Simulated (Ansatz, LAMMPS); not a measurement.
# Site preference of S in place of P in glassy 61Al2O3-39P2O5 (mol %) (104 atoms), part 3 of 3

Aim: make S in place of P at several sites of glassy 61Al2O3-39P2O5 (mol %) (104 atoms), relax each, and compare their energies.

Ansatz 0.2.0; Kohn-Sham DFT, PBE, PAW (set soft_2), plane waves.

The cell: 22 Al, 14 P and 68 O. The quench rate of 50 K/ps far exceeds what a furnace or splat quench reaches. The starting topology of bonds comes from the classical model. Sampling is at Γ alone, for a cell whose shortest periodic width is 11 Å.

So far. Step 3 (Relaxation): The relaxation converged after 13 steps, 8.67 eV below its start, with a largest force component of 0.020 eV/Å. Step 5 (S on a site of P, site P24): The relaxation converged after 16 steps, 1.85 eV below its start, with a largest force component of 0.026 eV/Å.

### Step 6. S on a site of P, site P31

The site has 4 bonded neighbours (O4) at 1.55 Å on average. 

Input and log are left out; they have the form of those shown for this kind of step.

The job ended after 5.9 min (4 threads of Intel Xeon Platinum 8259CL at 2.50GHz (Skylake/Cascade Lake), shared host; peak memory 3 GiB; 23 min of CPU time).

The relaxation converged after 14 steps, 1.96 eV below its start, with a largest force component of 0.024 eV/Å.

### Step 7. S on a site of P, site P36

The site has 4 bonded neighbours (O4) at 1.56 Å on average. 

Input and log are left out; they have the form of those shown for this kind of step.

Wall time 6.6 min (4 threads of Intel Xeon Platinum 8259CL at 2.50GHz (Skylake/Cascade Lake), shared host); peak memory 3 GiB; 25 min of CPU time.

The relaxation converged after 15 steps, 2.05 eV below its start, with a largest force component of 0.031 eV/Å.

Local excerpt of 10 atoms (numbers count through the whole input) about the S atom, after relaxation; x, y, z are measured from there.

| atom | x | y | z | distance (Å) | bonds | moment (μB) |
| --- | --- | --- | --- | --- | --- | --- |
| S36 | 0.00 | 0.00 | 0.00 | 0.00 | 3 | 0.10 |
| O96 | 1.40 | 0.17 | -0.45 | 1.48 | 2 | 0.12 |
| O86 | -1.04 | 0.07 | -1.07 | 1.49 | 2 | 0.07 |
| O95 | -0.07 | -1.48 | 0.61 | 1.60 | 3 | 0.04 |
| O103 | -1.29 | 0.71 | 1.69 | 2.24 | 1 | 0.22 |
| P25 | -0.74 | 2.11 | 1.91 | 2.94 | 4 | 0.00 |
| Al22 | 0.69 | -1.81 | 2.32 | 3.03 | 5 | 0.00 |
| O85 | 0.77 | 2.20 | 2.09 | 3.13 | 2 | 0.00 |
| O48 | 1.32 | -1.52 | -2.50 | 3.21 | 3 | 0.02 |
| O40 | -1.43 | -2.51 | -1.44 | 3.23 | 3 | 0.01 |

The column of bonds counts only the pairs O-Al within 2.27 Å, O-P within 2.02 Å, O-S within 1.98 Å; other neighbours, such as metal atoms beside each other in a compound, aren't counted, and periodic images can show an atom twice.

The largest move is 0.69 Å, by O103.

### Step 8. S on a site of P, site P35

The site has 4 bonded neighbours (O4) at 1.54 Å on average. 

Input and log are left out; they have the form of those shown for this kind of step.

Elapsed: 6.4 min, on 4 threads of Intel Xeon Platinum 8259CL at 2.50GHz (Skylake/Cascade Lake), shared host; peak memory 3 GiB.

The relaxation converged after 14 steps, 1.90 eV below its start, with a largest force component of 0.046 eV/Å.

Local excerpt of 11 atoms (numbers count through the whole input) about the S atom, after relaxation; x, y, z are measured from there.

| atom | x | y | z | distance (Å) | bonds | moment (μB) |
| --- | --- | --- | --- | --- | --- | --- |
| S35 | 0.00 | 0.00 | 0.00 | 0.00 | 3 | 0.12 |
| O79 | -0.64 | -1.13 | 0.74 | 1.50 | 2 | 0.10 |
| O94 | 0.55 | -0.47 | -1.32 | 1.51 | 2 | 0.04 |
| O65 | -1.03 | 1.09 | -0.28 | 1.53 | 2 | 0.04 |
| O104 | 1.56 | 1.49 | 0.56 | 2.23 | 1 | 0.26 |
| O66 | -2.42 | -1.00 | -1.53 | 3.03 | 2 | 0.00 |
| P34 | 2.46 | 0.88 | 1.65 | 3.09 | 4 | 0.00 |
| O84 | 1.57 | 0.15 | 2.67 | 3.10 | 2 | 0.00 |
| Al19 | -1.73 | 2.15 | -1.56 | 3.17 | 4 | 0.00 |
| Al12 | 0.53 | -1.08 | -3.03 | 3.26 | 4 | 0.00 |
| Al2 | -1.61 | -2.79 | 0.50 | 3.26 | 5 | 0.00 |

The column of bonds counts only the pairs O-Al within 2.27 Å, O-P within 2.02 Å, O-S within 1.93 Å; other neighbours, such as metal atoms beside each other in a compound, aren't counted, and periodic images can show an atom twice.

The largest move is 0.71 Å, by O104.

### Step 9. S on a site of P, site P23

The site has 4 bonded neighbours (O4) at 1.55 Å on average. 

Input and log are left out; they have the form of those shown for this kind of step.

It took 6.6 min on 4 threads of Intel Xeon Platinum 8259CL at 2.50GHz (Skylake/Cascade Lake), shared host; peak memory 2.9 GiB; 25 min of CPU time.

The relaxation converged after 16 steps, 1.81 eV below its start, with a largest force component of 0.027 eV/Å.

### Step 10. S on a site of P, site P29

The site has 4 bonded neighbours (O4) at 1.54 Å on average. 

Input and log are left out; they have the form of those shown for this kind of step.

Run time: 12 min. Hardware: 4 threads of Intel Xeon Platinum 8259CL at 2.50GHz (Skylake/Cascade Lake), shared host; peak memory 3 GiB.

The relaxation converged after 30 steps, 1.51 eV below its start, with a largest force component of 0.049 eV/Å.

A closer look about the S atom, after relaxation: 10 atoms, nearest first, numbered in the order of the input, with positions taken from that point.

| atom | x | y | z | distance (Å) | bonds | moment (μB) |
| --- | --- | --- | --- | --- | --- | --- |
| S29 | 0.00 | 0.00 | 0.00 | 0.00 | 3 | 0.11 |
| O92 | 0.68 | -0.27 | -1.32 | 1.51 | 2 | 0.09 |
| O59 | 1.12 | 0.10 | 1.03 | 1.53 | 2 | 0.06 |
| O67 | -0.83 | -1.23 | 0.37 | 1.53 | 2 | 0.03 |
| O43 | -1.72 | 1.06 | 0.80 | 2.18 | 3 | 0.24 |
| Al3 | -2.54 | -0.68 | 1.03 | 2.82 | 5 | 0.00 |
| Al20 | 1.01 | -0.70 | 2.65 | 2.92 | 4 | 0.00 |
| Al14 | -1.81 | 2.19 | -0.72 | 2.93 | 4 | 0.00 |
| Al19 | 0.74 | -1.82 | -2.20 | 2.95 | 4 | 0.00 |
| O87 | -1.72 | 1.21 | -2.15 | 3.01 | 2 | 0.05 |

The column of bonds counts only the pairs O-Al within 2.49 Å, O-P within 2.02 Å, O-S within 1.93 Å; other neighbours, such as metal atoms beside each other in a compound, aren't counted, and periodic images can show an atom twice.

The largest move is 0.68 Å, by O43.

### Step 11. The sites compared

All these cells hold the same atoms, so their energies can be compared with no chemical potential.

| site | neighbours | mean distance (Å) | atoms within 6 Å | energy over the best site (eV) | before relaxation (eV) | gain on relaxing (eV) | moment (μB) |
| --- | --- | --- | --- | --- | --- | --- | --- |
| P36 | O4 | 1.56 | 73 | 0.00 | 0.02 | 2.05 | 1.0 |
| P31 | O4 | 1.55 | 72 | 0.07 | 0.00 | 1.96 | 1.0 |
| P24 | O4 | 1.55 | 70 | 0.21 | 0.02 | 1.85 | 1.0 |
| P35 | O4 | 1.54 | 67 | 0.23 | 0.10 | 1.90 | 1.0 |
| P23 | O4 | 1.55 | 77 | 0.28 | 0.06 | 1.81 | 1.0 |
| P29 | O4 | 1.54 | 77 | 0.74 | 0.22 | 1.51 | 1.0 |

Neighbours are those of the relaxed host within 2.02 Å (O-P); other pairs aren't counted.

### Step 12. What came out

The cheapest site is P36 (4 neighbours, O4); the dearest, P29 (4 neighbours, O4), costs 0.74 eV more. Over 6 sites the energy falls with the mean distance to neighbours (correlation -0.79). Relaxation changes the order: the best site before relaxing was P31.

Caveats: Defects are neutral and interact with their images. The reference ran with fixed occupations, but 6 of the 6 defect cells with fermi-dirac smearing of 0.025 eV, spin polarised. In a disordered cell the relaxation can also rearrange atoms far from the site. In the spin-polarised runs the search for a state of lower energy was switched off. Only 6 of the 14 P sites were tried; unless symmetry makes the others alike to these, a cheaper one may exist. A local or semilocal functional tends to spread out the unpaired spin of such defects. The pressure of 1.6 GPa says that the cell would expand at this level of theory.

The DFT runs together took 46 min of wall time.

[Hosts, paths, dates, database ids (printed as entryN), source tags and the programs' standing remarks are cut or masked in the printed files.]
